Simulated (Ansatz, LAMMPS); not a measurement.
## Neighbourhoods of single atoms in liquid Mg at 1150 K (73 atoms)

Density of this cell: 1.42 g/cm³. The cell holds 73 atoms: 73 Mg. Its edges and angles: a = 12.753 Å, b = 12.753 Å, c = 12.753 Å, α = 90.0°, β = 90.0°, γ = 90.0°. 73 atoms (73 Mg) placed at random at 1.59 g/cm³, melted at 1150 K for 10 ps at fixed volume with the EAM Mg potential (Sun et al., Phys. Rev. B 73, 024116 (2006)). Snapshot at the end of a hold of 10 ps at 1150 K and zero pressure.

Computed with Ansatz 0.2.0: Kohn-Sham DFT, PBE, PAW (set soft_2), plane waves; cutoff 420 eV, k-mesh 2×2×2, fermi-dirac smearing of 0.1 eV. Geometry: the geometry as built.

The whole cell was solved; only parts of it are printed.

A closer look about Mg54, which has 11 bonded neighbours where the commonest count for Mg is 12: 34 atoms, nearest first, numbered in the order of the input, with positions taken from that point.

```tsv
atom	x	y	z	distance (Å)	bonds	Fx	Fy	Fz (eV/Å)
Mg54	0.00	0.00	0.00	0.00	11	-0.38	1.03	-0.43
Mg29	1.15	-2.17	0.64	2.53	11	0.79	-1.11	-0.71
Mg68	1.95	0.79	-1.95	2.86	13	0.49	-0.27	-0.17
Mg22	-2.33	0.20	-1.66	2.87	10	-0.18	-0.04	0.10
Mg73	-1.97	1.60	1.37	2.88	12	-0.30	0.48	0.14
Mg52	0.47	-0.07	2.92	2.96	10	-0.20	0.14	-0.06
Mg42	-2.27	-1.30	1.98	3.28	9	-0.10	-0.13	-0.05
Mg28	0.68	3.44	-0.20	3.51	8	0.08	-0.17	0.05
Mg49	2.93	1.24	1.52	3.53	11	-0.17	0.36	0.15
Mg45	-0.16	-1.15	-3.44	3.63	11	-0.07	0.47	-0.33
Mg70	-0.93	2.77	-2.71	3.98	12	0.06	0.03	-0.25
Mg44	-0.20	-3.63	-1.95	4.13	8	-0.06	0.05	-0.31
Mg40	0.22	-3.07	3.00	4.30	10	-0.76	-0.77	0.82
Mg32	4.12	-1.25	0.56	4.34	10	0.56	0.00	-1.30
Mg69	2.95	-1.92	2.93	4.58	12	0.18	-0.10	0.91
Mg58	-3.01	-2.50	-3.13	5.01	11	-0.12	-0.13	-0.08
Mg65	-2.55	4.38	0.20	5.07	11	0.09	0.22	-0.08
Mg50	-0.41	4.44	2.43	5.08	9	0.44	-0.32	0.40
Mg30	1.05	2.45	4.37	5.11	10	0.58	-0.15	-0.13
Mg13	2.26	3.50	-3.00	5.13	11	0.14	0.45	-0.26
Mg35	-0.14	-5.12	0.45	5.14	9	0.08	-0.39	0.15
Mg12	-5.13	-0.01	0.49	5.15	12	0.29	-0.45	-0.06
Mg24	-4.04	2.83	-1.88	5.28	12	0.18	-0.03	0.28
Mg16	5.08	1.54	-0.97	5.39	12	-0.14	-0.36	-0.21
Mg51	-4.17	0.96	3.45	5.49	9	-0.05	-0.15	0.28
Mg60	1.19	1.56	-5.23	5.58	12	0.23	-0.72	0.23
Mg53	-5.04	0.02	-2.62	5.68	12	-0.47	-0.06	-0.24
Mg6	-1.21	1.11	5.46	5.70	9	-0.78	0.34	-0.19
Mg37	2.51	-1.73	-4.90	5.77	11	0.04	0.23	0.30
Mg33	0.52	-1.15	5.66	5.80	12	0.47	-0.31	0.09
Mg26	5.02	-1.36	-2.90	5.95	11	-0.12	-0.52	0.23
Mg9	-3.97	-3.91	2.37	6.06	8	-0.21	0.70	-0.07
Mg46	-3.26	1.33	-4.97	6.10	10	0.83	0.01	0.57
Mg20	-5.45	-2.80	-0.73	6.17	12	0.24	0.19	-0.34
```

The column of bonds counts only the pairs Mg-Mg within 4.18 Å; other neighbours, such as metal atoms beside each other in a compound, aren't counted, and periodic images can show an atom twice.

The surroundings of Mg39, which bears the longest force, nearest first, numbered as they follow in the input and with coordinates relative to it.

```tsv
atom	x	y	z	distance (Å)	bonds	Fx	Fy	Fz (eV/Å)
Mg39	0.00	0.00	0.00	0.00	14	-0.89	0.39	2.17
Mg43	0.75	-0.14	-2.26	2.39	12	1.36	0.58	-1.47
Mg27	1.59	-1.26	2.15	2.95	12	0.16	0.27	1.05
Mg67	-0.65	-2.75	-0.87	2.96	13	0.16	0.75	-0.26
Mg63	0.88	2.68	-1.22	3.07	10	0.08	0.41	0.40
Mg41	0.27	1.94	2.42	3.11	13	0.13	0.62	-0.64
Mg15	-3.09	-0.33	-0.71	3.19	13	0.41	-0.21	0.05
Mg8	3.08	0.79	0.95	3.31	12	0.13	0.58	-0.36
Mg71	-1.81	-1.60	2.34	3.36	13	-0.24	0.33	0.00
Mg14	2.52	-2.30	-0.43	3.44	12	0.14	-0.15	-0.10
Mg55	-1.90	1.79	-2.34	3.50	11	0.45	0.10	-0.52
Mg48	-2.41	2.58	0.37	3.56	12	1.10	0.62	-0.06
Mg5	-2.94	1.14	2.58	4.07	9	-0.07	-0.06	0.79
Mg21	-1.22	-1.18	-3.78	4.14	13	-0.80	-0.43	-0.35
Mg19	0.19	-3.56	2.12	4.15	13	-0.28	-0.12	0.60
Mg2	1.83	-2.47	-3.36	4.55	12	0.36	-0.46	-0.20
Mg10	-3.30	-3.29	0.20	4.67	14	-0.51	0.06	-0.21
Mg38	-0.22	0.55	4.68	4.72	9	-0.73	-0.28	0.35
Mg9	1.91	2.28	-4.07	5.04	8	-0.21	0.70	-0.07
Mg25	0.15	5.04	0.88	5.11	11	0.01	-1.28	0.25
Mg72	0.17	-5.22	0.14	5.22	11	-0.55	-0.18	-1.74
Mg18	-3.74	-2.25	-2.89	5.23	9	-0.25	-0.28	-0.22
Mg36	-4.67	2.28	-1.27	5.35	11	-0.51	-0.02	0.04
Mg3	0.92	-0.14	-5.32	5.40	12	0.37	-0.38	-0.58
Mg66	-5.31	-0.16	1.11	5.42	11	-0.03	-0.39	0.28
Mg47	2.67	0.46	4.82	5.53	12	0.25	0.32	0.01
Mg4	3.82	0.10	-4.00	5.53	10	-0.56	0.18	0.27
Mg64	5.37	0.40	-1.31	5.54	9	0.04	-0.27	-0.20
Mg58	2.87	3.69	3.18	5.66	11	-0.12	-0.13	-0.08
Mg34	-1.32	-4.71	-2.96	5.71	12	-0.26	-0.16	-0.03
Mg11	-1.28	1.96	-5.29	5.78	10	-0.37	-0.08	0.13
Mg57	-0.83	-2.23	5.31	5.82	9	-0.09	0.33	-0.24
Mg61	3.52	4.69	0.14	5.86	9	-0.39	-0.27	0.00
Mg62	5.04	-0.30	3.16	5.96	10	0.19	-0.33	-0.06
Mg46	2.61	-5.24	1.34	6.00	10	0.83	0.01	0.57
Mg7	-4.28	0.89	-4.11	6.00	10	-0.05	-0.05	0.01
Mg17	-0.90	4.72	-3.64	6.03	11	0.50	0.02	0.53
Mg24	1.84	-3.73	4.43	6.08	12	0.18	-0.03	0.28
Mg59	-2.31	-5.31	2.12	6.17	13	-0.25	-0.04	0.15
Mg26	-1.85	4.83	3.41	6.20	11	-0.12	-0.52	0.23
Mg56	5.73	-2.63	0.15	6.31	10	-0.38	0.52	0.22
Mg37	-4.37	4.46	1.42	6.40	11	0.04	0.23	0.30
Mg13	-4.61	-3.06	3.32	6.45	11	0.14	0.45	-0.26
Mg31	5.97	2.33	0.89	6.47	11	-0.43	0.51	0.47
```

The column of bonds counts only the pairs Mg-Mg within 4.18 Å; other neighbours, such as metal atoms beside each other in a compound, aren't counted, and periodic images can show an atom twice.

The surroundings of Mg70, picked at random, nearest first, numbered as they follow in the input and with coordinates relative to it.

```tsv
atom	x	y	z	distance (Å)	bonds	Fx	Fy	Fz (eV/Å)
Mg70	0.00	0.00	0.00	0.00	12	0.06	0.03	-0.25
Mg28	1.62	0.67	2.50	3.05	8	0.08	-0.17	0.05
Mg22	-1.40	-2.57	1.04	3.10	10	-0.18	-0.04	0.10
Mg24	-3.11	0.06	0.83	3.21	12	0.18	-0.03	0.28
Mg13	3.19	0.73	-0.29	3.29	11	0.14	0.45	-0.26
Mg60	2.12	-1.21	-2.52	3.51	12	0.23	-0.72	0.23
Mg62	0.10	3.49	-0.45	3.52	10	0.19	-0.33	-0.06
Mg46	-2.33	-1.44	-2.27	3.56	10	0.83	0.01	0.57
Mg68	2.88	-1.98	0.76	3.58	13	0.49	-0.27	-0.17
Mg65	-1.62	1.61	2.91	3.70	11	0.09	0.22	-0.08
Mg56	0.78	1.17	-3.46	3.74	10	-0.38	0.52	0.22
Mg54	0.93	-2.77	2.71	3.98	11	-0.38	1.03	-0.43
Mg45	0.77	-3.92	-0.74	4.07	11	-0.07	0.47	-0.33
Mg73	-1.04	-1.17	4.07	4.36	12	-0.30	0.48	0.14
Mg27	-3.35	2.54	-1.46	4.45	12	0.16	0.27	1.05
Mg6	-0.28	-1.65	-4.59	4.88	9	-0.78	0.34	-0.19
Mg53	-4.11	-2.75	0.08	4.94	12	-0.47	-0.06	-0.24
Mg14	-2.43	1.49	-4.03	4.94	12	0.14	-0.15	-0.10
Mg47	-2.27	4.25	1.21	4.97	12	0.25	0.32	0.01
Mg19	-4.76	0.23	-1.49	4.99	13	-0.28	-0.12	0.60
Mg66	2.50	3.63	-2.50	5.07	11	-0.03	-0.39	0.28
Mg50	0.53	1.67	5.13	5.42	9	0.44	-0.32	0.40
Mg8	-1.87	4.58	-2.66	5.62	12	0.13	0.58	-0.36
Mg10	4.50	0.50	-3.41	5.67	14	-0.51	0.06	-0.21
Mg58	-2.07	-5.27	-0.42	5.68	11	-0.12	-0.13	-0.08
Mg61	-1.43	-4.27	-3.47	5.69	9	-0.39	-0.27	0.00
Mg35	0.79	4.86	3.16	5.85	9	0.08	-0.39	0.15
Mg59	5.50	-1.52	-1.48	5.89	13	-0.25	-0.04	0.15
Mg49	3.87	-1.53	4.22	5.93	11	-0.17	0.36	0.15
Mg12	-4.20	-2.78	3.20	5.96	12	0.29	-0.45	-0.06
Mg30	1.98	-0.32	-5.68	6.02	10	0.58	-0.15	-0.13
Mg33	1.45	-3.92	-4.39	6.05	12	0.47	-0.31	0.09
Mg37	3.44	-4.50	-2.19	6.07	11	0.04	0.23	0.30
Mg72	-4.78	-1.42	-3.47	6.08	11	-0.55	-0.18	-1.74
Mg1	-4.76	-0.12	3.80	6.09	11	0.26	0.50	-0.02
Mg57	-5.78	1.56	1.70	6.22	9	-0.09	0.33	-0.24
Mg29	2.08	-4.94	3.35	6.32	11	0.79	-1.11	-0.71
Mg42	-1.33	-4.07	4.68	6.35	9	-0.10	-0.13	-0.05
Mg16	6.01	-1.23	1.74	6.37	12	-0.14	-0.36	-0.21
Mg44	0.74	6.35	0.75	6.44	8	-0.06	0.05	-0.31
Mg52	1.41	-2.84	5.63	6.46	10	-0.20	0.14	-0.06
Mg64	0.42	4.20	-4.92	6.48	9	0.04	-0.27	-0.20
Mg44	0.74	-6.40	0.75	6.49	8	-0.06	0.05	-0.31
```

The column of bonds counts only the pairs Mg-Mg within 4.18 Å; other neighbours, such as metal atoms beside each other in a compound, aren't counted, and periodic images can show an atom twice.

Neighbours are counted within 4.18 Å (Mg-Mg).

Length of the force by element and coordination:

```tsv
element	coordination	atoms	mean length of the force (eV/Å)	spread	least	most
Mg	all	73	0.663	0.432	0.0763	2.38
Mg	8	3	0.417	0.229	0.195	0.733
Mg	9	11	0.525	0.225	0.171	0.873
Mg	10	12	0.634	0.412	0.0763	1.42
Mg	11	17	0.742	0.443	0.192	1.83
Mg	12	20	0.657	0.427	0.224	2.08
Mg	13	8	0.637	0.229	0.290	0.975
Mg	14	2	1.47	0.910	0.556	2.38
```

The force components of 0.46 eV/Å r.m.s. hold both thermal displacement and the mismatch between the potential that made the cell and DFT. The network of bonds at the start is that of the classical potential that made the cell, and needn't be the one that DFT or experiment would give.

[Logs are printed without paths, hosts, clocks, repeated set-up lines and the standing remarks that a program may print on its own settings, such as how far it seeks lower states.]

[Hosts, paths, dates, database ids (printed as entryN), source tags and the programs' standing remarks are cut or masked in the printed files.]
